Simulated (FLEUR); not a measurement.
# LaCoPO: which magnetic order is lowest

Aim: find out whether LaCoPO carries moments, and which collinear order costs least.

Method: PBE; all-electron FLAPW, Dirac cores, scalar-relativistic bands, in FLEUR MaX-R8.1.

The experiments to compare with:

“Common effect of chemical and external pressures on the magnetic properties of RECoPO (RE = La, Pr)” (2012, arxiv:1212.5087) reports for LaCoPO, 1111-type tetragonal, by SQUID dc magnetization (powder; value independent of pressure up to 10 kbar, 5 K): moment (ordered moment per Co) 0.3 ± 0.02 μB [estimated from powder magnetization curves in applied field; weakly itinerant …].

Most raw output is cut from this account.

### Step 1. Starting point

The structure is tetragonal, space group P4/nmm (No. 129). Conventional cell: a = 3.991 Å, b = 3.991 Å, c = 8.265 Å, α = 90.00°, β = 90.00°, γ = 90.00°. Nearest to La lie 4 O at 2.36 Å. Co has 4 P at 2.22 Å nearest. P has 4 Co at 2.22 Å nearest. O has 4 La at 2.36 Å nearest. Farther neighbours and most contacts between anions are not listed.

Coordinates:

```cif
data_structure
_symmetry_space_group_name_H-M 'P4/nmm:1'
_symmetry_Int_Tables_number 129
_cell_length_a 3.9913
_cell_length_b 3.9913
_cell_length_c 8.2649
_cell_angle_alpha 90.000
_cell_angle_beta 90.000
_cell_angle_gamma 90.000
_cell_volume 131.66
loop_
_atom_site_label
_atom_site_type_symbol
_atom_site_symmetry_multiplicity
_atom_site_Wyckoff_symbol
_atom_site_fract_x
_atom_site_fract_y
_atom_site_fract_z
_atom_site_occupancy
La1 La 2 c 0.00000 0.50000 0.84687 1
Co1 Co 2 b 0.50000 0.50000 0.50000 1
P1 P 2 c 0.50000 0.00000 0.61837 1
O1 O 2 a 0.00000 0.00000 0.00000 1
```

The cell comes from a database of computed structures and need not be the stable phase.

### Step 2. Start 1: ferro ++

The parallel start comes first: it shows whether parallel moments hold.

inpgen writes inp.xml from crystal.txt; cutoffs, mixing, functional, smearing and local orbitals are then set in the file. The k list default-1 (kpts.xml, not shown) is a Γ-centred 8×8×4 mesh; where the ranks do not divide the number of points, some are split in two of half the weight.

Input file inp.xml:

```
<?xml version="1.0" encoding="UTF-8" standalone="no"?>
<fleurInput fleurInputVersion="0.39">
   <comment>
      LaCoPO
   </comment>
   <calculationSetup>
      <cutoffs Kmax="4.4" Gmax="13.2" GmaxXC="13.2" numbands="0"/>
      <scfLoop itmax="90" minDistance="0.00002" maxIterBroyd="15" imix="Anderson" alpha="0.05" precondParam="0.0" spinf="2.0" sdNocoIR="T"/>
      <coreElectrons ctail="T" frcor="F" kcrel="0" coretail_lmax="0"/>
      <xcFunctional name="pbe" relativisticCorrections="F"/>
      <magnetism jspins="2"/>
      <soc l_soc="F" theta="0.0" phi="0.0" spav="F"/>
      <expertModes spex="0" secvar="F"/>
      <geometryOptimization l_f="F" forcealpha="1.0" forcemix="BFGS" epsdisp="0.00001" epsforce="0.00001"/>
      <ldaU l_linMix="F" mixParam="0.05" spinf="1.0"/>
   </calculationSetup>
   <cell>
      <bzIntegration valenceElectrons="78.0" mode="hist" fermiSmearingEnergy="0.00183747">
         <kPointListSelection listName="default-1"/>
         <xi:include xmlns:xi="http://www.w3.org/2001/XInclude" href="kpts.xml"> </xi:include>
      </bzIntegration>
      <xi:include xmlns:xi="http://www.w3.org/2001/XInclude" href="sym.xml"> </xi:include>
      <bulkLattice scale="1.0">
         <bravaisMatrix>
            <row-1>    7.5423807331664969     0.0000000000000000     0.0000000000000000</row-1>
            <row-2>    0.0000000000000000     7.5423807331664969     0.0000000000000000</row-2>
            <row-3>    0.0000000000000000     0.0000000000000000    15.6184465800857808</row-3>
         </bravaisMatrix>
      </bulkLattice>
   </cell>
   <atomSpecies>
      <species name="Lanthanum (La)" element="La" atomicNumber="57">
         <mtSphere radius="2.78" gridPoints="919" logIncrement="0.014"/>
         <atomicCutoffs lmax="10" lnonsphr="8"/>
         <electronConfig flipSpins="F">
            <coreConfig>(1s1/2) (2s1/2) (2p1/2) (2p3/2) (3s1/2) (3p1/2) (3p3/2) (4s1/2) (3d3/2) (3d5/2) (4p1/2) (4p3/2) (4d3/2) (4d5/2)</coreConfig>
            <valenceConfig>(5s1/2) (5p1/2) (5p3/2) (6s1/2) (5d3/2) (5d5/2)</valenceConfig>
            <stateOccupation state="(5d3/2)" spinUp="0.200000" spinDown="0.200000"/>
            <stateOccupation state="(5d5/2)" spinUp="0.300000" spinDown="0.300000"/>
         </electronConfig>
         <energyParameters s="6" p="6" d="5" f="4"/>
         <lo type="SCLO" l="0" n="5" eDeriv="0"/>
         <lo type="SCLO" l="1" n="5" eDeriv="0"/>
      </species>
      <species name="Cobalt (Co2.000" element="Co" atomicNumber="27">
         <mtSphere radius="2.48" gridPoints="819" logIncrement="0.015"/>
         <atomicCutoffs lmax="10" lnonsphr="8"/>
         <electronConfig flipSpins="F">
            <coreConfig>(1s1/2) (2s1/2) (2p1/2) (2p3/2)</coreConfig>
            <valenceConfig>(3s1/2) (3p1/2) (3p3/2) (4s1/2) (3d3/2) (3d5/2)</valenceConfig>
            <stateOccupation state="(3d3/2)" spinUp="1.5" spinDown="1.3"/>
            <stateOccupation state="(3d5/2)" spinUp="3.0" spinDown="1.2"/>
         </electronConfig>
         <energyParameters s="4" p="4" d="3" f="4"/>
         <lo type="SCLO" l="0" n="3" eDeriv="0"/>
         <lo type="SCLO" l="1" n="3" eDeriv="0"/>
      </species>
      <species name="Phosphorous (P)" element="P" atomicNumber="15">
         <mtSphere radius="1.62" gridPoints="537" logIncrement="0.021"/>
         <atomicCutoffs lmax="6" lnonsphr="4"/>
         <electronConfig flipSpins="F">
            <coreConfig>(1s1/2) (2s1/2) (2p1/2) (2p3/2)</coreConfig>
            <valenceConfig>(3s1/2) (3p1/2) (3p3/2)</valenceConfig>
            <stateOccupation state="(3p1/2)" spinUp="0.500000" spinDown="0.500000"/>
            <stateOccupation state="(3p3/2)" spinUp="1.000000" spinDown="1.000000"/>
         </electronConfig>
         <energyParameters s="3" p="3" d="3" f="4"/>
      </species>
      <species name="Oxygen (O)" element="O" atomicNumber="8">
         <mtSphere radius="1.57" gridPoints="519" logIncrement="0.02"/>
         <atomicCutoffs lmax="6" lnonsphr="4"/>
         <electronConfig flipSpins="F">
            <coreConfig>(1s1/2)</coreConfig>
            <valenceConfig>(2s1/2) (2p1/2) (2p3/2)</valenceConfig>
            <stateOccupation state="(2p1/2)" spinUp="0.666667" spinDown="0.666667"/>
            <stateOccupation state="(2p3/2)" spinUp="1.333333" spinDown="1.333333"/>
         </electronConfig>
         <energyParameters s="2" p="2" d="3" f="4"/>
      </species>
   </atomSpecies>
   <atomGroups>
      <atomGroup species="Lanthanum (La)">
         <relPos label="                   1">-1.000/4.000 1.000/4.000 -.1531320000</relPos>
         <relPos label="                   2">1.000/4.000 -1.000/4.000 .1531320000</relPos>
         <force calculate="T" relaxXYZ="TTT"/>
      </atomGroup>
      <atomGroup species="Cobalt (Co2.000">
         <relPos label="                   3">1.000/4.000 1.000/4.000 1.000/2.000</relPos>
         <relPos label="                   4">-1.000/4.000 -1.000/4.000 1.000/2.000</relPos>
         <force calculate="T" relaxXYZ="TTT"/>
      </atomGroup>
      <atomGroup species="Phosphorous (P)">
         <relPos label="                   5">1.000/4.000 -1.000/4.000 -.3816310000</relPos>
         <relPos label="                   6">-1.000/4.000 1.000/4.000 .3816310000</relPos>
         <force calculate="T" relaxXYZ="TTT"/>
      </atomGroup>
      <atomGroup species="Oxygen (O)">
         <relPos label="                   7">-1.000/4.000 -1.000/4.000 .0000000000</relPos>
         <relPos label="                   8">1.000/4.000 1.000/4.000 .0000000000</relPos>
         <force calculate="T" relaxXYZ="TTT"/>
      </atomGroup>
   </atomGroups>
   <output dos="F" band="F" slice="F">
      <bandDOS minEnergy="-.5*Htr" maxEnergy="0.5*Htr" sigma="0.015" storeEVData="T"/>
      <plotting iplot="0" polar="F">
         <plot TwoD="T" vec1="  1.0  0.0  0.0" vec2="  0.0  1.0  0.0" vec3="  0.0  0.0  1.0" zero="  0.0  0.0  0.0" file="plot"/>
      </plotting>
      <moessbauerParams electricFieldGradient="F" isomerShift="F" coreHyperfine="F" valenceHyperfine="F"/>
   </output>
</fleurInput>
```

Input file crystal.txt:

```
LaCoPO
&input film=F cartesian=F /
3.99125600000  0.00000000000  0.00000000000
0.00000000000  3.99125600000  0.00000000000
0.00000000000  0.00000000000  8.26492600000
1.8897261246
1.0 1.0 1.0

8
57 0.00000000000  0.50000000000  0.84686800000
57 0.50000000000  0.00000000000  0.15313200000
27 0.50000000000  0.50000000000  0.50000000000 : 2.000
27 0.00000000000  0.00000000000  0.50000000000 : 2.000
15 0.50000000000  0.00000000000  0.61836900000
15 0.00000000000  0.50000000000  0.38163100000
8 0.00000000000  0.00000000000  0.00000000000
8 0.50000000000  0.50000000000  0.00000000000

&kpt div1=8 div2=8 div3=4 gamma=T /
```

Launch:

```sh
> OMP_NUM_THREADS=1 inpgen -f crystal.txt > inpgen.log  # inp.xml is then edited as shown
> OMP_NUM_THREADS=1 mpirun -n 8 fleur_MPI > fleur.log
```

The job ended after 4.2 min (8 MPI ranks of Intel Xeon 6975P-C (Granite Rapids), shared host; peak memory 1.3 GiB; 34 min of CPU time).

Spin moment in the muffin-tin sphere by atom:

```tsv
atom	spin moment in the muffin-tin sphere (μB)
La1	0.001
La2	0.001
Co3	0.611
Co4	0.611
P5	0.004
P6	0.004
O7	0.000
O8	0.000
```

Numbers from this step:

```
free energy                                                       : -561028.5594 eV
program's band gap on this mesh (in a metal only a level spacing) : 0.001343 eV
magnetization                                                     : 1.221 μB
final state                                                       : ferromagnetic
```

After 34 cycles the largest moment stands at 0.611 μB.

### Step 3. Order 2, typed as antiferro +-

Reversing part of the moments tests the sign of the couplings between them.

inp.xml, as its differences from that of step 2:

```diff
@@ -57,2 +57,15 @@
       </species>
+      <species name="Cobalt (Co-2.000" element="Co" atomicNumber="27">
+         <mtSphere radius="2.48" gridPoints="819" logIncrement="0.015"/>
+         <atomicCutoffs lmax="10" lnonsphr="8"/>
+         <electronConfig flipSpins="F">
+            <coreConfig>(1s1/2) (2s1/2) (2p1/2) (2p3/2)</coreConfig>
+            <valenceConfig>(3s1/2) (3p1/2) (3p3/2) (4s1/2) (3d3/2) (3d5/2)</valenceConfig>
+            <stateOccupation state="(3d3/2)" spinUp="1.3" spinDown="1.5"/>
+            <stateOccupation state="(3d5/2)" spinUp="1.2" spinDown="3.0"/>
+         </electronConfig>
+         <energyParameters s="4" p="4" d="3" f="4"/>
+         <lo type="SCLO" l="0" n="3" eDeriv="0"/>
+         <lo type="SCLO" l="1" n="3" eDeriv="0"/>
+      </species>
       <species name="Phosphorous (P)" element="P" atomicNumber="15">
@@ -82,4 +95,4 @@
       <atomGroup species="Lanthanum (La)">
-         <relPos label="                   1">-1.000/4.000 1.000/4.000 -.1531320000</relPos>
-         <relPos label="                   2">1.000/4.000 -1.000/4.000 .1531320000</relPos>
+         <relPos label="                   1">.0000000000 1.000/2.000 -.1531320000</relPos>
+         <relPos label="                   2">1.000/2.000 .0000000000 .1531320000</relPos>
          <force calculate="T" relaxXYZ="TTT"/>
@@ -87,4 +100,7 @@
       <atomGroup species="Cobalt (Co2.000">
-         <relPos label="                   3">1.000/4.000 1.000/4.000 1.000/2.000</relPos>
-         <relPos label="                   4">-1.000/4.000 -1.000/4.000 1.000/2.000</relPos>
+         <relPos label="                   3">1.000/2.000 1.000/2.000 1.000/2.000</relPos>
+         <force calculate="T" relaxXYZ="TTT"/>
+      </atomGroup>
+      <atomGroup species="Cobalt (Co-2.000">
+         <relPos label="                   4">.0000000000 .0000000000 1.000/2.000</relPos>
          <force calculate="T" relaxXYZ="TTT"/>
@@ -92,4 +108,4 @@
       <atomGroup species="Phosphorous (P)">
-         <relPos label="                   5">1.000/4.000 -1.000/4.000 -.3816310000</relPos>
-         <relPos label="                   6">-1.000/4.000 1.000/4.000 .3816310000</relPos>
+         <relPos label="                   5">1.000/2.000 .0000000000 -.3816310000</relPos>
+         <relPos label="                   6">.0000000000 1.000/2.000 .3816310000</relPos>
          <force calculate="T" relaxXYZ="TTT"/>
@@ -97,4 +113,7 @@
       <atomGroup species="Oxygen (O)">
-         <relPos label="                   7">-1.000/4.000 -1.000/4.000 .0000000000</relPos>
-         <relPos label="                   8">1.000/4.000 1.000/4.000 .0000000000</relPos>
+         <relPos label="                   7">.0000000000 .0000000000 .0000000000</relPos>
+         <force calculate="T" relaxXYZ="TTT"/>
+      </atomGroup>
+      <atomGroup species="Oxygen (O)">
+         <relPos label="                   8">1.000/2.000 1.000/2.000 .0000000000</relPos>
          <force calculate="T" relaxXYZ="TTT"/>
```

crystal.txt, as its differences from that of step 2:

```diff
@@ -12,3 +12,3 @@
 27 0.50000000000  0.50000000000  0.50000000000 : 2.000
-27 0.00000000000  0.00000000000  0.50000000000 : 2.000
+27 0.00000000000  0.00000000000  0.50000000000 : -2.000
 15 0.50000000000  0.00000000000  0.61836900000
```

Run time: 10 min. Hardware: 8 MPI ranks; peak memory 1.6 GiB; 82 min of CPU time.

The spin moment in the muffin-tin sphere vanishes on all atoms.

Numbers from this step:

| Quantity | Value |
| --- | --- |
| free energy | -561028.5188 eV |
| program's band gap on this mesh (in a metal only a level spacing) | 0 eV |
| final state | non-magnetic |

It lies 20.3 meV a seeded atom over the first start.

### Step 4. Run 3 (no spin polarisation)

Without spin polarisation no moment can form, so the difference from the other runs is what forming moments gains.

inp.xml, as its differences from that of step 3:

```diff
@@ -10,3 +10,3 @@
       <xcFunctional name="pbe" relativisticCorrections="F"/>
-      <magnetism jspins="2"/>
+      <magnetism jspins="1"/>
       <soc l_soc="F" theta="0.0" phi="0.0" spav="F"/>
@@ -44,3 +44,3 @@
       </species>
-      <species name="Cobalt (Co2.000" element="Co" atomicNumber="27">
+      <species name="Cobalt (Co)" element="Co" atomicNumber="27">
          <mtSphere radius="2.48" gridPoints="819" logIncrement="0.015"/>
@@ -50,17 +50,4 @@
             <valenceConfig>(3s1/2) (3p1/2) (3p3/2) (4s1/2) (3d3/2) (3d5/2)</valenceConfig>
-            <stateOccupation state="(3d3/2)" spinUp="1.5" spinDown="1.3"/>
-            <stateOccupation state="(3d5/2)" spinUp="3.0" spinDown="1.2"/>
-         </electronConfig>
-         <energyParameters s="4" p="4" d="3" f="4"/>
-         <lo type="SCLO" l="0" n="3" eDeriv="0"/>
-         <lo type="SCLO" l="1" n="3" eDeriv="0"/>
-      </species>
-      <species name="Cobalt (Co-2.000" element="Co" atomicNumber="27">
-         <mtSphere radius="2.48" gridPoints="819" logIncrement="0.015"/>
-         <atomicCutoffs lmax="10" lnonsphr="8"/>
-         <electronConfig flipSpins="F">
-            <coreConfig>(1s1/2) (2s1/2) (2p1/2) (2p3/2)</coreConfig>
-            <valenceConfig>(3s1/2) (3p1/2) (3p3/2) (4s1/2) (3d3/2) (3d5/2)</valenceConfig>
-            <stateOccupation state="(3d3/2)" spinUp="1.3" spinDown="1.5"/>
-            <stateOccupation state="(3d5/2)" spinUp="1.2" spinDown="3.0"/>
+            <stateOccupation state="(3d3/2)" spinUp="1.400000" spinDown="1.400000"/>
+            <stateOccupation state="(3d5/2)" spinUp="2.100000" spinDown="2.100000"/>
          </electronConfig>
@@ -95,12 +82,9 @@
       <atomGroup species="Lanthanum (La)">
-         <relPos label="                   1">.0000000000 1.000/2.000 -.1531320000</relPos>
-         <relPos label="                   2">1.000/2.000 .0000000000 .1531320000</relPos>
+         <relPos label="                   1">-1.000/4.000 1.000/4.000 -.1531320000</relPos>
+         <relPos label="                   2">1.000/4.000 -1.000/4.000 .1531320000</relPos>
          <force calculate="T" relaxXYZ="TTT"/>
       </atomGroup>
-      <atomGroup species="Cobalt (Co2.000">
-         <relPos label="                   3">1.000/2.000 1.000/2.000 1.000/2.000</relPos>
-         <force calculate="T" relaxXYZ="TTT"/>
-      </atomGroup>
-      <atomGroup species="Cobalt (Co-2.000">
-         <relPos label="                   4">.0000000000 .0000000000 1.000/2.000</relPos>
+      <atomGroup species="Cobalt (Co)">
+         <relPos label="                   3">1.000/4.000 1.000/4.000 1.000/2.000</relPos>
+         <relPos label="                   4">-1.000/4.000 -1.000/4.000 1.000/2.000</relPos>
          <force calculate="T" relaxXYZ="TTT"/>
@@ -108,4 +92,4 @@
       <atomGroup species="Phosphorous (P)">
-         <relPos label="                   5">1.000/2.000 .0000000000 -.3816310000</relPos>
-         <relPos label="                   6">.0000000000 1.000/2.000 .3816310000</relPos>
+         <relPos label="                   5">1.000/4.000 -1.000/4.000 -.3816310000</relPos>
+         <relPos label="                   6">-1.000/4.000 1.000/4.000 .3816310000</relPos>
          <force calculate="T" relaxXYZ="TTT"/>
@@ -113,7 +97,4 @@
       <atomGroup species="Oxygen (O)">
-         <relPos label="                   7">.0000000000 .0000000000 .0000000000</relPos>
-         <force calculate="T" relaxXYZ="TTT"/>
-      </atomGroup>
-      <atomGroup species="Oxygen (O)">
-         <relPos label="                   8">1.000/2.000 1.000/2.000 .0000000000</relPos>
+         <relPos label="                   7">-1.000/4.000 -1.000/4.000 .0000000000</relPos>
+         <relPos label="                   8">1.000/4.000 1.000/4.000 .0000000000</relPos>
          <force calculate="T" relaxXYZ="TTT"/>
```

crystal.txt, as its differences from that of step 3:

```diff
@@ -11,4 +11,4 @@
 57 0.50000000000  0.00000000000  0.15313200000
-27 0.50000000000  0.50000000000  0.50000000000 : 2.000
-27 0.00000000000  0.00000000000  0.50000000000 : -2.000
+27 0.50000000000  0.50000000000  0.50000000000
+27 0.00000000000  0.00000000000  0.50000000000
 15 0.50000000000  0.00000000000  0.61836900000
```

Run time: 84 s. Hardware: 8 MPI ranks; peak memory 1.1 GiB.

Read from the output:

| Quantity | Value |
| --- | --- |
| free energy | -561028.5188 eV |
| program's band gap on this mesh (in a metal only a level spacing) | 0 eV |
| final state | non-magnetic (no spin polarisation) |

It lies 20.3 meV a seeded atom over the first start.

### Step 5. Energies of the orders

Free energies are divided by the number of seeded atoms.

Orders:

```tsv
start	final state	typed order kept	energy over the lowest (meV a seeded atom)	largest sphere moment (μB)	net moment (μB a primitive cell)	mesh matched	CPU time (s)
ferro ++	ferromagnetic	yes	0	0.6106	1.221	yes	2025
antiferro +-	non-magnetic	no	20.28	0	0	yes	4919
no spin polarisation	non-magnetic	-	20.28	0	0	yes	666.6
```

### Step 6. Results

```json
{
  "lowest state found": "ferromagnetic (typed ferro ++)",
  "largest site spin moment": "0.611 μB",
  "next finished state": "non-magnetic, 20.3 meV a seeded atom higher",
  "energy gained by spin polarisation": "20.3 meV a seeded atom"
}
```

The lowest state found is ferromagnetic, reached from the start ferro ++, with moments up to 0.611 μB. Spin polarisation gains little, as in a weak itinerant magnet. 1 start left the typed pattern (a sign turned, or a seeded moment died or shrank under 0.15 μB), so such an energy belongs to the state reached, not the one typed. Only 3 starts were tried; other patterns of signs, canted and longer-period orders were not. A measured saturation moment is set beside the net spin moment of the cell, divided by the number of magnetic atoms; the orbital part is not in it.

Calculation against experiment:

```
        quantity  measured              PBE
moment (Co) (μB)       0.3  0.61 (+103.5 %)
```

Measured values from arxiv:1212.5087 (2012).

Verdict: The moment is off by +103.5 %. No cell relaxation is part of this session.

[Logs and program files are shortened in this print: banners, set-up blocks, solver, clock and traceback lines can be left out without a mark of their own.]

[Logs are printed without paths, hosts, clocks, repeated set-up lines and the standing remarks that a program may print on its own settings, such as how far it seeks lower states.]

[Hosts, paths, dates, database ids (printed as entryN), source tags and the programs' standing remarks are cut or masked in the printed files.]

[Where a cell is said to come from a database of computed structures, the database is the Materials Project.]
